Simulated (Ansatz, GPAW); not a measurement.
# Work function of a 9-layer slab of W(100) at several levels, part 3 of 3

How far do functional and basis move the work function of a 9-layer slab of W(100)?

GPAW 26.7.0 and Ansatz 0.2.0; Ansatz plane waves; slab in vacuum with a dipole correction, relaxation (the session's first sound run).

So far, upper work function (eV): step 2 (relaxing the atoms, PBE) 4.14; step 6 (self-consistent run: xc = "LDA") 4.43; step 7 (self-consistent run: xc = "revPBE") 4.01; step 8 (OptPBE vdW: xc = "optPBE-vdW", GPAW, PAW setups, GPAW) 4.35; step 9 (real-space grid: mode = "fd", PBE, GPAW) 4.14.

### Step 11. A second plane-wave code

A second program with its own datasets checks the number independently.

This step: Ansatz plane waves; slab in vacuum with a dipole correction (Ansatz 0.2.0).

The input, input.yaml:

```yaml
crystal:
  lattice:
    - [3.16, 0.0, 0.0]
    - [0.0, 3.16, 0.0]
    - [0.0, 0.0, 28.64]
  atoms:
    - { symbol: W, position: [0.0, 0.0, 0.2793296089] }
    - { symbol: W, position: [0.5, 0.5, 0.3344972067] }
    - { symbol: W, position: [0.0, 0.0, 0.3896648045] }
    - { symbol: W, position: [0.5, 0.5, 0.4448324022] }
    - { symbol: W, position: [0.0, 0.0, 0.5006299222] }
    - { symbol: W, position: [0.5, 0.5, 0.5566293027] }
    - { symbol: W, position: [0.0, 0.0, 0.6119298452] }
    - { symbol: W, position: [0.5, 0.5, 0.6692154635] }
    - { symbol: W, position: [0.0, 0.0, 0.7189690886] }
kpoints:
  mp_grid: { grid: [10, 10, 1] }
hamiltonian:
  xc: pbe
scf:
  occupations: { method: fermi_dirac, width: 0.1 }
efield:
  axis: 3
  dipole_correction: true
  ramp_width: 0.05
output:
  forces: true
  write_potential: true
  write_density: true
  volumetric_format: npy
  elf: true
```

The run is started by

```console
$ ansatz run input.yaml --threads 4 --pin off --max-ram 8192MiB --backend cpu --events-out ev --progress --plain --runs-dir out
```

It took 8.3 s on 4 threads of AMD EPYC 9R14 (Zen 4), shared host; peak memory 0.97 GiB; 32 s of CPU time.

Numbers from this step:

```
upper work function     : 4.138 eV
lower work function     : 4.222 eV
dipole along the normal : 0.004684 e·Å
dipole field            : 0.002964 V/Å
```

The electrostatic potential energy of an electron (with the applied field's), less the Fermi level, planar mean oscillates, so the rows of the table below give means over windows of 1.64 Å about each position, cut where the curve ends. Its maxima inside the range that stand out by 2 % of the span (Å: eV): 8.8: -9.08, 10.4: -9.77, 11.9: -9.57, 13.6: -9.30, 15.2: -9.30, 16.7: -9.44, 18.3: -8.60, 19.8: -12.0. Its minima: 8.1: -14.8, 9.5: -15.3, 11.2: -15.4, 12.7: -15.3, 14.3: -15.4, 16.0: -15.3, 17.5: -15.2, 19.2: -15.5, 20.6: -15.1.

The electrostatic potential energy of an electron (with the applied field's), less the Fermi level, planar mean by z; means over each step:

```
z (Å)  electrostatic potential energy of an electron (with the applied field's), less the Fermi level, planar mean (eV)
 0.82                                                                                                              4.21
 2.46                                                                                                              4.22
 4.10                                                                                                              4.21
 5.74                                                                                                              3.74
 7.38                                                                                                             -6.69
 9.02                                                                                                             -12.4
10.66                                                                                                             -12.7
12.30                                                                                                             -12.6
13.94                                                                                                             -12.5
15.58                                                                                                             -12.4
17.22                                                                                                             -12.4
18.86                                                                                                             -12.4
20.50                                                                                                             -12.3
22.14                                                                                                              1.83
23.78                                                                                                              4.08
25.42                                                                                                              4.14
27.06                                                                                                              4.14
```

The valence density, planar mean oscillates, so the rows of the table below give means over windows of 1.57 Å about each position, cut where the curve ends. Its maxima inside the range that stand out by 2 % of the span (Å: e/Å³): 8.1: 1.09, 9.5: 1.10, 11.2: 1.11, 12.7: 1.11, 14.3: 1.11, 16.0: 1.11, 17.5: 1.10, 19.2: 1.12, 20.6: 1.11. Its minima: 8.8: 0.590, 10.4: 0.595, 11.9: 0.580, 13.6: 0.566, 15.1: 0.574, 16.7: 0.579, 18.3: 0.522, 19.8: 0.759.

Table of valence density, planar mean by z; means over each step:

```
z (Å)  valence density, planar mean (e/Å³)
 2.35                               6.7e-6
 3.92                               2.3e-4
 5.49                              0.00731
 7.06                                0.342
 8.63                                0.880
10.20                                0.884
11.77                                0.886
13.34                                0.875
14.91                                0.870
16.48                                0.883
18.05                                0.851
19.62                                0.976
21.19                                0.567
22.76                               0.0148
24.33                               4.6e-4
25.90                               1.4e-5
```

Force by atom:

```
atom  x (eV/Å)  y (eV/Å)  z (eV/Å)  size
  W1      0.00      0.00      1.36  1.36
  W2      0.00      0.00     -1.70  1.70
  W3      0.00      0.00      0.00  0.00
  W4      0.00      0.00      0.35  0.35
  W5      0.00      0.00     -0.01  0.01
  W6      0.00      0.00     -0.01  0.01
  W7      0.00      0.00      0.00  0.00
  W8      0.00      0.00      0.01  0.01
  W9      0.00      0.00      0.00  0.00
```

Valence density in the ca plane at fractional y = 0.000, with atoms of W within 0.2 Å of it. It is the smooth field of the valence electrons, not physical close to the nuclei.

Ten even steps from '0' (0.0 e/Å³) to '9' (5.0 e/Å³), each cell a mean:
```
00289951000399940001499830002799510000000000
00135410000135310000145310001354200000000000
00000000000000000000000000000000000000000000
00000000000000000000000000000000000000000000
00000000000000000000000000000000000000000000
00012110000012100000112100000121000000000000
00158731000268720000378620001588400000000000
00398961000498940001598930002899710000000000
```
Columns run along c (16.0 Å, from fractional 0.33 to 0.89 of the cell), rows up along a (3.2 Å). Atoms in or near the plane, at fractional coordinates: W at (0.39, 0.00), W at (0.50, 0.00), W at (0.61, 0.00), W at (0.72, 0.00).

Electrostatic potential energy in the ca plane at fractional y = 0.000, with atoms of W within 0.2 Å of it. With pseudopotentials it is smooth inside the atoms' cores, unlike the true potential.

Ten even steps from '0' (-59 eV) to '9' (13 eV), each cell a mean:
```
98510037998410148997300158985100378999999999
99753468999743478998643479997533689999999999
99987889999987889999887899999888899999999999
99999999999999999999999999999999999999999999
99998999999998999999998999999999999999999999
99875689999865689999865789998766789999999999
98631148998521258998521268996311479999999999
98410027998300037997300048985100268999999999
```
Columns run along c (16.0 Å, from fractional 0.33 to 0.89 of the cell; values clipped at the 3rd and 97th percentile), rows up along a (3.2 Å). Atoms in or near the plane, at fractional coordinates: W at (0.39, 0.00), W at (0.50, 0.00), W at (0.61, 0.00), W at (0.72, 0.00).

ELF in the ca plane at fractional y = 0.000, with atoms of W within 0.2 Å of it. It is the smooth field of the valence electrons, not physical close to the nuclei.

Ten even steps from '0' (0.00) to '9' (0.68), each cell a mean:
```
53596883452795872543885963545967941100000000
64468754674478744764478744664688622110000000
66532246676432246676422346665432333221000000
56765567667765577567755666566655544321000000
56643356666643467666643466566543343321000000
65434435775344435775344435664445322211000000
63499973563599963653699953654899831110000000
52682583442771672443861862535824941100000000
```
Columns run along c (16.0 Å, from fractional 0.33 to 0.89 of the cell), rows up along a (3.2 Å). Atoms in or near the plane, at fractional coordinates: W at (0.39, 0.00), W at (0.50, 0.00), W at (0.61, 0.00), W at (0.72, 0.00).

The upper face's work function is 4.138 eV, against 4.139 eV in the first plane-wave PBE run at this geometry.

### Step 12. Side by side

Results and costs are gathered.

This step: comparison of work functions, dipole and cost (GPAW 26.7.0).

Ladder, by row:

```
      step    code  work function, upper (eV)  work function, lower (eV)  dipole (e Å)  wall time (s)  peak memory (GiB)  threads
        pw    GPAW                      4.139                      4.226      0.005025          266.9               0.38        1
      RPBE    GPAW                      3.985                      4.077       0.00532          260.5               0.39        1
   vdW-DF2    GPAW                      4.518                      4.583      0.003835          264.3               0.54        1
       LDA    GPAW                      4.433                      4.511       0.00454          240.3               0.38        1
    revPBE    GPAW                      4.005                      4.096      0.005264            259               0.39        1
optPBE-vdW    GPAW                      4.354                      4.427      0.004275          261.8               0.53        1
        fd    GPAW                      4.139                      4.224      0.004695           1572               1.89        1
    ansatz  Ansatz                      4.138                      4.222      0.004684           8.32               0.97        4
```

### Step 13. Outcome

```yaml
work_function_upper_and_lower_face: 4.139 and 4.226 eV
dipole_along_the_normal: 0.00503 e Å
```

With plane waves and PBE the work function is 4.14 eV on the upper face and 4.23 eV on the lower. The two faces differ by 0.087 eV, the step that the slab's dipole makes (e p/(ε0 A) gives 0.091 eV), so the dipole layer is needed. The lowest atoms were held at bulk positions, which alone makes the faces unlike. The measured value for this face is 4.65 eV (as compiled in "Anisotropic work function of elemental crystals", 2019, arxiv:1902.07811); the relaxed upper face lies 0.51 eV under it with PBE, and vdW-DF2 comes nearest (4.52 eV). Measured work functions scatter by a tenth of an eV or more between methods. The clean face reconstructs (W and Mo (100) only when cold), while this slab is an unreconstructed 1×1 cell, so the two are not the same surface. Over the sound runs of the table the upper face's work function spans 3.985 (RPBE) to 4.518 eV (vdW-DF2). The two plane-wave codes differ by 0.0016 eV on the upper face. The in-plane lattice was kept as typed, which isn't the functional's own and leaves some strain; spin-orbit coupling and temperature are left out.

[Logs are printed without paths, hosts, clocks, repeated set-up lines and the standing remarks that a program may print on its own settings, such as how far it seeks lower states.]

[Hosts, paths, dates, database ids (printed as entryN), source tags and the programs' standing remarks are cut or masked in the printed files.]
